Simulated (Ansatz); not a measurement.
# YZn (Pm-3m): Grüneisen parameters, part 2 of 2

Does YZn (Pm-3m) expand much on heating, by its phonons?

Ansatz 0.2.0; DFT PBEsol, scalar-relativistic, plane waves, PAW; PAW set soft_1.

So far, highest frequency on the path or at a solved wavevector (cm⁻¹): step 2 (the dispersion) 173; step 4 (phonons at the other volume, volume ratio 0.97) 182.

## (6) Phonons at the other volume, volume ratio 1.03

The phonons are repeated at this volume on the same k and q meshes.

Input file input.yaml:

```yaml
crystal:
  lattice:
    - [3.5556142332, 0.0, 0.0]
    - [0.0, 3.5556142332, 0.0]
    - [0.0, 0.0, 3.5556142332]
  atoms:
    - { symbol: "Y", position: [0.0, 0.0, 0.0] }
    - { symbol: Zn, position: [0.5, 0.5, 0.5] }
kpoints:
  mp_grid: { grid: [12, 12, 12] }
hamiltonian:
  xc: pbesol
  pseudopotentials: { kind: paw, azcp: { folder: soft_1 }, xc_functional: pbe }
scf:
  occupations: { method: methfessel_paxton, width: 0.2 }
output:
  eigenvalues: true
phonons:
  method: dfpt
  qmesh: [4, 4, 4]
  temperatures: { t_max: 1000, t_step: 50 }
  qpath:
    path:
      - [[0.0, 0.0, 0.0], [0.0, 0.5, 0.0], [0.5, 0.5, 0.0], [0.0, 0.0, 0.0], [0.5, 0.5, 0.5], [0.0, 0.5, 0.0]]
      - [[0.5, 0.5, 0.5], [0.5, 0.5, 0.0]]
    npoints: 10
```

The run is started by

```
$ ansatz run input.yaml --threads 4 --pin off --max-ram 10240MiB --backend cpu --events-out ev --progress --plain --runs-dir out
```

Numbers of over 12 decimals in the logs are rounded to 6 here.

Log:

```text
[...]
Crystal: 2 atoms, lattice volume = 44.951 Å³
Basis set: ecut = 420 eV, 895 PW (Γ), exchange–correlation on 48×48×48 points (8 copies of the dense FFT grid, shifted against one another)
Bands: 16, of which v1, the nominal top of the filled ones, is band 12 counted from 1 (11 counted from 0)
Symmetry: 48 space group operations
k-points: 84 of 1728
[...]
k-point 83: bands = [... 8 lower, 3.7245, 8.5167, 8.5167, 8.5167, 9.9640, 15.6636, 15.6636, 15.6636]
[...]
ASR residual: 2.785e-5 → 0.000e0 eV/Å²; symmetrization residual: 1.225e-6 eV/Å²
  ASR residual per site (eV/Å²): 2.78e-5 2.24e-5
  Γ frequencies (cm⁻¹): 0.00 0.00 0.00 139.68 139.68 139.68
--- Phonons (arbitrary-q DFPT): 10 irreducible q on the 4×4×4 mesh ---
[...]
interpolated dispersion: 62 rows × 6 modes
[...]
[key lines of the parts left out:]
SCF converged after 11 iterations
Free energy (F): -7076.712221 eV
Fermi energy:    10.414538 eV
```

The job ended after 3.8 min (4 threads of Arm Neoverse V2, shared host; peak memory 2 GiB).

This step gave:

* sum-rule residual before enforcement: 2.78e-5 eV/Å²
* highest frequency on the path or at a solved wavevector: 163.9 cm⁻¹
* mean frequency: 107.3 cm⁻¹
* Debye temperature (second moment): 208 K
* logarithmic mean frequency: 101.3 cm⁻¹
* highest optical mode at the zone centre (no LO-TO term): 139.7 cm⁻¹
* lowest optical zone-centre mode: 139.7 cm⁻¹
* lowest mode on the q mesh (acoustic modes at Γ apart): 42.45 cm⁻¹
* zero-point energy per atom: 19.95 meV
* heat capacity at 300 K: 24.35 J/(mol atoms K)
* vibrational entropy at 300 K: 43.24 J/(mol atoms K)

The highest optical mode at the zone centre (no LO-TO term) is 139.7 cm⁻¹, -8.3 cm⁻¹ against the base run.

## (7) Grüneisen parameters

The Grüneisen parameter of a mode is minus the logarithmic change of its frequency with volume, −d ln ω / d ln V; weighted by heat capacity it gives the expansion.

This step gave:

| Item | Value |
| --- | --- |
| bulk modulus | 66.6 GPa |

The phonon branches at the labelled points (cm⁻¹):

```csv
point,branch 1,branch 2,branch 3,branch 4,branch 5,branch 6
Γ,0,0,0,148,148,148
halfway,63,63,83,140,140,146
X,106,108,108,121,121,147
halfway,65,88,89,123,144,156
M,37,37,64,123,173,173
halfway,51,74,114,129,132,152
Γ,0,0,0,148,148,148
halfway,85,85,93,131,148,148
R,101,101,101,161,161,161
halfway,52,94,116,136,136,159
X,106,108,108,121,121,147
jump to R,101,101,101,161,161,161
halfway,74,74,118,127,165,165
M,37,37,64,123,173,173
```

The same for volume x 0.97:

```csv
point,branch 1,branch 2,branch 3,branch 4,branch 5,branch 6
Γ,0,0,0,156,156,156
X,112,113,113,127,127,153
M,30,30,69,130,182,182
Γ,0,0,0,156,156,156
R,107,107,107,169,169,169
X,112,113,113,127,127,153
R,107,107,107,169,169,169
M,30,30,69,130,182,182
```

The same for volume x 1.03:

```csv
point,branch 1,branch 2,branch 3,branch 4,branch 5,branch 6
Γ,0,0,0,140,140,140
X,101,103,103,115,115,141
M,42,42,59,117,164,164
Γ,0,0,0,140,140,140
R,95,95,95,154,154,154
X,101,103,103,115,115,141
R,95,95,95,154,154,154
M,42,42,59,117,164,164
```

The first set of phonon branches as a text plot (rows in cm⁻¹):

```
    178 |
    170 |             ***                                     ***
    163 |           **   *                   *******      ****
    155 |          **     ****             **    ** ***
    148 |**********           **************      **   *** *
    140 |   **             ** ***   *    **        **       *
    132 |     *    *         **         *           **
    125 |      **************        **              ** **   ****
    117 |        *                     *            *****   **
    110 |       ***          **        *          **   *** *
    102 |     ** ***       **        **     ******    *   *
     95 |    *     *                    **** *  ******  *     *
     87 |     *   *            *        *   *              *
     79 |   *       *     ***            ***      *    *    *  *
     72 |    *     * **  *   *      *  *                     *  *
     64 |   *        * ***    *                    *  *
     57 |  *        *      **   *    **                       *
     49 |            **   *  * *                    **         *
     42 |  *          * **    *    *                            *
     34 | *            *       ***  *
     26 | *
     19 |*                      ** *
     11 |*                       *
      4 |                         *
         Γ      X      M          Γ            R        X|R     M
```

Mode Grueneisen parameter -dln(w)/dln(V), modes matched by rank; at Γ the acoustic branches take the value of a neighbouring point of the path. Mode grüneisen parameters along the path, in :

```csv
point,branch 1,branch 2,branch 3,branch 4,branch 5,branch 6
Γ,1.29,1.29,1.14,1.89,1.89,1.89
halfway,1.42,1.42,1.30,1.83,1.83,1.66
X,1.76,1.58,1.58,1.68,1.68,1.41
halfway,0.15,0.96,1.48,1.65,1.88,1.76
M,-5.64,-5.64,2.77,1.65,1.71,1.71
halfway,-0.62,1.43,1.44,1.59,1.78,1.92
Γ,-1.94,1.29,1.45,1.89,1.89,1.89
halfway,0.96,0.96,0.86,1.93,1.77,1.77
R,1.92,1.92,1.92,1.61,1.61,1.61
halfway,-0.45,0.76,1.64,1.57,1.79,1.72
X,1.76,1.58,1.58,1.68,1.68,1.41
jump to R,1.92,1.92,1.92,1.61,1.61,1.61
halfway,0.63,0.63,1.60,1.42,1.75,1.75
M,-5.64,-5.64,2.77,1.65,1.71,1.71
```

The mode Grüneisen parameters as a text plot (rows in , shown from -5.2 to 2.5 only):

```
   2.35 |             *  *                                      *
   2.03 |***      ****     **********   ****  ***    ***  *    *
   1.71 | ***********************   *****************************
   1.39 |**********          ******* ***   *     *** ***** ***
   1.07 |***      **       **           *** *     *   **    *
   0.75 |          *                 ****  *       ***       *
   0.42 |                 *         *    **        *  *
   0.10 |           *              *
  -0.22 |                                            *
  -0.54 |                *   **                     *
  -0.86 |           **     **  *
  -1.18 |                       *                             *
  -1.50 |
  -1.82 |            *    *      **
  -2.14 |             *
  -2.46 |
  -2.78 |                                                      *
  -3.10 |               **
  -3.42 |             *
  -3.74 |
  -4.06 |
  -4.38 |
  -4.70 |               *                                       *
  -5.02 |
         Γ      X      M          Γ            R        X|R     M
```

(dS/dlnV)/C_V. Table of thermodynamic Grueneisen parameter by temperature:

```csv
temperature (K),thermodynamic Grueneisen parameter
50,0.996
100,1.2
150,1.24
200,1.25
250,1.26
300,1.26
350,1.27
400,1.27
450,1.27
500,1.27
550,1.27
600,1.27
650,1.27
700,1.27
750,1.27
800,1.27
850,1.27
900,1.27
950,1.27
1000,1.27
```

Gamma C_V/(B V) at the static volume. The volume expansion by temperature:

```csv
temperature (K),volume expansion (1e-6/K)
50,13.3
100,27.3
150,31.9
200,33.7
250,34.6
300,35.1
350,35.4
400,35.6
450,35.8
500,35.9
550,35.9
600,36.0
650,36.0
700,36.1
750,36.1
800,36.1
850,36.1
900,36.1
950,36.2
1000,36.2
```

## (8) What came out

```json
{
  "bulk modulus": "66.6 GPa",
  "thermodynamic Grüneisen parameter at 300 K": "1.265",
  "volume expansion at 300 K, estimated": "35.11 × 10⁻⁶ K⁻¹"
}
```

**Reading.** By this estimate the volume grows by 35.1 × 10⁻⁶ per kelvin at 300 K. The highest optical mode at Γ goes from 157 to 140 cm⁻¹ as the cell grows, a Grüneisen parameter of 1.90. Mode parameters on the path run from -5.6 to 2.8, with a median of 1.6. Modes with negative values stiffen as the cell grows and pull against the expansion. Branches are matched by rank, so values near crossings are rough. The expansion is the Grüneisen estimate at the static volume, with the static bulk modulus. With no gap, or one that is small against the smearing, the frequencies hang on the k mesh and the smearing, most of all near Kohn anomalies. The phonon runs are without spin polarisation, although the cell has an odd electron count. The PAW files were made for PBE and serve the other functionals too.

[Logs are printed without paths, hosts, clocks, repeated set-up lines and the standing remarks that a program may print on its own settings, such as how far it seeks lower states.]

[Hosts, paths, dates, database ids (printed as entryN), source tags and the programs' standing remarks are cut or masked in the printed files.]
